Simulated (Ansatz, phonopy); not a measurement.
# LiF (Griceite, Fm-3m): phonons against volume, part 2 of 2

Aim: how the vibrations of LiF (Griceite) shift with volume, and the expansion that follows.

What experiment has found for this phase:
- volume expansion coefficient 99.6 1e-6/K and heat capacity C_P per formula unit 42 J/mol/K near room temperature (given in “High-Throughput Prediction of Finite-Temperature Properties using the Quasi-Harmonic Approximation”, 2016, arXiv:1603.06924)
- volume expansion coefficient 106.5 1e-6/K near room temperature (given in “Descriptors for thermal expansion in solids”, 2017, arXiv:1701.03966)

Ansatz 0.2.0; DFT LDA, scalar-relativistic, plane waves, PAW.

So far. Step 11 (Single point at a scaled cell, V/V0 1.03): The run ends at a pressure of -2.42 GPa. Step 12 (Phonons, V/V0 1.03): No mode is imaginary beyond numerical noise at the solved wavevectors. The highest zone-centre mode (no LO–TO term) moved by -7.7 % for a volume change of +3.0 %.

## 13. Single point at a scaled cell, V/V0 0.97

The input, input.yaml:

```yaml
crystal:
  lattice:
    - [0.0, 1.9347111057, 1.9347111057]
    - [1.9347111057, 0.0, 1.9347111057]
    - [1.9347111057, 1.9347111057, 0.0]
  atoms:
    - { symbol: Li, position: [0.0, 0.0, 0.0] }
    - { symbol: F, position: [0.5, 0.5, 0.5] }
kpoints:
  mp_grid: { grid: [12, 12, 12] }
hamiltonian:
  xc: lda
scf:
  occupations: { method: fixed }
  lower_state_search: "off"
output:
  forces: true
  stress: true
  eigenvalues: true
```

On the command line:

```bash
$ ansatz run input.yaml --threads 4 --pin off --max-ram 16384MiB --backend cpu --events-out ev --progress --plain --runs-dir out
```

Elapsed: 0.26 s, on 4 threads of Arm Neoverse V2, shared host; peak memory 0.25 GiB; 0.66 s of CPU time.

The run ends at a pressure of 2.82 GPa.

## 14. Lattice dynamics at this volume, V/V0 0.97

input.yaml, the sections that differ from step 13:

```yaml
output:
  eigenvalues: true
phonons:
  method: dfpt
  dielectric: true
  rigid_motions: translations
  qmesh: [4, 4, 4]
  temperatures: { t_max: 1000, t_step: 50 }
  qpath:
    path:
      - [[0.0, 0.0, 0.0], [0.5, 0.0, 0.5], [0.625, 0.25, 0.625]]
      - [[0.375, 0.375, 0.75], [0.0, 0.0, 0.0], [0.5, 0.5, 0.5], [0.5, 0.25, 0.75], [0.5, 0.0, 0.5]]
    npoints: 10
# crystal, kpoints, hamiltonian, scf: as in step 13
```

Run time: 31 s. Hardware: 4 threads; peak memory 0.79 GiB; 1.9 min of CPU time.

LO-TO term included. The phonon branches at the labelled points (cm⁻¹):

```
    point  branch 1  branch 2  branch 3  branch 4  branch 5  branch 6
        Γ         0         0         0       366       366       687
  halfway       186       186       299       386       386       593
        X       258       258       395       404       404       500
  halfway       259       286       389       398       421       492
        U       263       338       370       381       464       470
jump to K       263       338       370       381       464       470
  halfway       198       220       306       340       399       631
        Γ         0         0         0       366       366       687
  halfway       163       163       279       358       358       670
        L       246       246       339       339       413       642
  halfway       264       300       363       386       400       561
        W       304       345       345       416       448       448
  halfway       282       289       383       411       417       485
        X       258       258       395       404       404       500
```

No mode is imaginary beyond numerical noise at the solved wavevectors. The highest zone-centre mode (no LO–TO term) moved by +8.1 % for a volume change of -3.0 %.

## 15. Single point at a scaled cell, V/V0 1.05

The cell differs from the one that the last finished run ended in (a 2.736 → 2.809 Å, b 2.736 → 2.809 Å, c 2.736 → 2.809 Å).

input.yaml, the sections that differ from step 14:

```yaml
crystal:
  lattice:
    - [0.0, 1.9865003514, 1.9865003514]
    - [1.9865003514, 0.0, 1.9865003514]
    - [1.9865003514, 1.9865003514, 0.0]
  atoms:
    - { symbol: Li, position: [0.0, 0.0, 0.0] }
    - { symbol: F, position: [0.5, 0.5, 0.5] }
output:
  forces: true
  stress: true
  eigenvalues: true
# kpoints, hamiltonian, scf: as in step 14
# phonons: removed
```

It took 0.26 s on 4 threads; peak memory 0.25 GiB; 0.67 s of CPU time.

The run ends at a pressure of -3.82 GPa.

## 16. Lattice dynamics at this volume, V/V0 1.05

input.yaml, the sections that differ from step 15:

```yaml
output:
  eigenvalues: true
phonons:
  method: dfpt
  dielectric: true
  rigid_motions: translations
  qmesh: [4, 4, 4]
  temperatures: { t_max: 1000, t_step: 50 }
  qpath:
    path:
      - [[0.0, 0.0, 0.0], [0.5, 0.0, 0.5], [0.625, 0.25, 0.625]]
      - [[0.375, 0.375, 0.75], [0.0, 0.0, 0.0], [0.5, 0.5, 0.5], [0.5, 0.25, 0.75], [0.5, 0.0, 0.5]]
    npoints: 10
# crystal, kpoints, hamiltonian, scf: as in step 15
```

Wall time 32 s (4 threads); peak memory 0.83 GiB; 2 min of CPU time.

No mode is imaginary beyond numerical noise at the solved wavevectors. The highest zone-centre mode (no LO–TO term) moved by -12.8 % for a volume change of +5.0 %.

## 17. Mode Grüneisen parameters

This step: DFT LDA, scalar-relativistic, plane waves, PAW (phonopy 4.10.0).

This step gave:

| Quantity | Value |
| --- | --- |
| share of modes with a negative Grüneisen parameter | 0 |

Mean Grüneisen, by row:

```
T (K)  heat-capacity-weighted mean  root mean square
   50                        1.516             1.629
  100                        1.633             1.724
  200                        1.665             1.752
  300                        1.654             1.743
  500                        1.642             1.733
  800                        1.636             1.727
```

The mean mode Grueneisen parameter by wavenumber:

```
wavenumber (cm⁻¹)  mean mode Grueneisen parameter
               11                               -
               33                            1.26
               78                            1.36
              100                             1.7
              145                            1.47
              167                            1.49
              189                            1.49
              234                            1.55
              256                            1.35
              278                            1.37
              323                               2
              345                            2.02
              390                            1.89
              412                            1.79
              434                            1.56
              479                            1.15
              501                            1.07
              523                            1.01
              568                           0.943
              590                           0.923
              635                           0.906
              657                            0.91
```

Volume series, by row:

```
 V/V0  V (Å³/atom)  pressure (GPa)  E - E0 (meV/atom)  gap (eV)  zero-point energy (meV/atom)  lowest on the path (cm⁻¹)  highest at Gamma without the LO-TO term (cm⁻¹)
 0.97        7.242           2.817              1.873     10.01                         67.73                          0                                           366.5
0.985        7.354            1.35              0.482     9.851                         66.13                          0                                           352.7
    1        7.466          -0.005                  0     9.697                         64.57                          0                                           339.2
1.015        7.578          -1.255              0.384     9.549                         63.05                          0                                             326
 1.03         7.69          -2.416              1.752     9.406                         61.56                          0                                           312.9
 1.05        7.839          -3.823              4.656     9.222                         59.64                          0                                           295.9
```

Table of optical frequency at Gamma without the LO-TO term, mode 4 by V/V0:

```
  V/V0  optical frequency at Gamma without the LO-TO term, mode 4 (cm⁻¹)
0.9700                                                               367
0.9850                                                               353
1.0000                                                               339
1.0150                                                               326
1.0300                                                               313
1.0500                                                               296
```

Grüneisen at points, by row:

```
point  branch  frequency (cm⁻¹)  mode Grüneisen parameter
    Γ       4             339.2                      2.63
    Γ       6             668.2                      0.92
    X       1             253.1                      0.65
    X       3               376                      1.76
    X       4             376.3                      2.39
    X       6             481.9                      1.09
    U       1             253.7                       1.2
    U       2               325                      1.31
    U       3             354.8                      1.54
    U       4             355.6                       2.3
    U       5               443                      1.49
    U       6               450                      1.35
    K       1             253.7                       1.2
    K       2               325                      1.31
    K       3             354.8                      1.54
    K       4             355.6                       2.3
    K       5               443                      1.49
    K       6               450                      1.35
    L       1             230.9                      2.09
    L       3             316.9                      2.27
    L       5             397.9                       1.2
    L       6             624.9                       0.9
    W       1             289.5                      1.64
    W       2             333.5                      1.25
    W       4             396.6                       1.6
    W       5             425.1                      1.68
```

## 18. Quasi-harmonic fit by phonopy

The energy (each curve on its own zero) by volume; values in meV/atom:

```
volume (Å³/atom)  static  F at 0 K  F at 300 K  F at 900 K
           7.242    1.87      5.82        7.83        16.8
           7.354    0.48      2.83        4.09        9.62
           7.466       0      0.79        1.27        3.29
           7.578    0.38     -0.34       -0.65       -2.16
           7.690    1.75     -0.46       -1.61       -6.71
           7.839    4.66      0.52       -1.78       -11.7
```

Phonopy-qha, vinet fit of F(V) at each temperature; no electronic free energy. Qha vinet, by row:

```
T (K)  fitted volume (Å³/atom)  alpha_V (1e-6/K)  B_T (GPa)  C_P (J/mol-atom/K)  Grueneisen
   75                    7.662             15.01      82.93               3.183       1.791
  100                    7.666             28.95      82.54               6.277       1.746
  125                    7.673             43.36      81.97               9.403        1.75
  150                    7.682             56.25      81.29               12.17       1.757
  175                    7.694             67.14      80.53               14.49        1.76
  200                    7.708              76.2      79.73               16.41       1.762
  225                    7.724             83.76      78.89               17.99       1.764
  250                    7.741             90.16      78.03                19.3       1.766
  275                    7.759             95.67      77.15                20.4       1.769
```

The volume expansion coefficient, phonopy-qha, Vinet by temperature:

```
temperature (K)  volume expansion coefficient, phonopy-qha, Vinet (1e-6/K)
           75.0                                                       15.0
          100.0                                                       28.9
          125.0                                                       43.4
          150.0                                                       56.2
          175.0                                                       67.1
          200.0                                                       76.2
          225.0                                                       83.8
          250.0                                                       90.2
          275.0                                                       95.7
```

## 19. Summary of results

```json
{
  "mean mode Grüneisen parameter at 300 K": "1.65"
}
```

In words: The table stops at 275 K because beyond it the fitted volume comes within 1 % of the largest computed cell, where the fit loses its support. The heat-capacity-weighted Grüneisen parameter goes from 1.52 at 50 K to 1.64 at 800 K. Weighting γ by the density of states and each mode's heat capacity at 300 K, modes below 220 cm⁻¹ give about 11 % of the sum of γC that drives the expansion, those up to 440 cm⁻¹ 82 % and the rest 7 %. Among the labelled points γ is largest for branch 4 at Γ (339 cm⁻¹, 2.6) and smallest for branch 1 at X (253 cm⁻¹, 0.65). The PAW files were made for PBE and are used here under another functional, for which the program regenerates the frozen cores.

[Logs are printed without paths, hosts, clocks, repeated set-up lines and the standing remarks that a program may print on its own settings, such as how far it seeks lower states.]

[Hosts, paths, dates, database ids (printed as entryN), source tags and the programs' standing remarks are cut or masked in the printed files.]

[A step with changed settings may run another functional than the one named; its input shows which.]

[Of the runs on displaced cells, only some may be shown.]
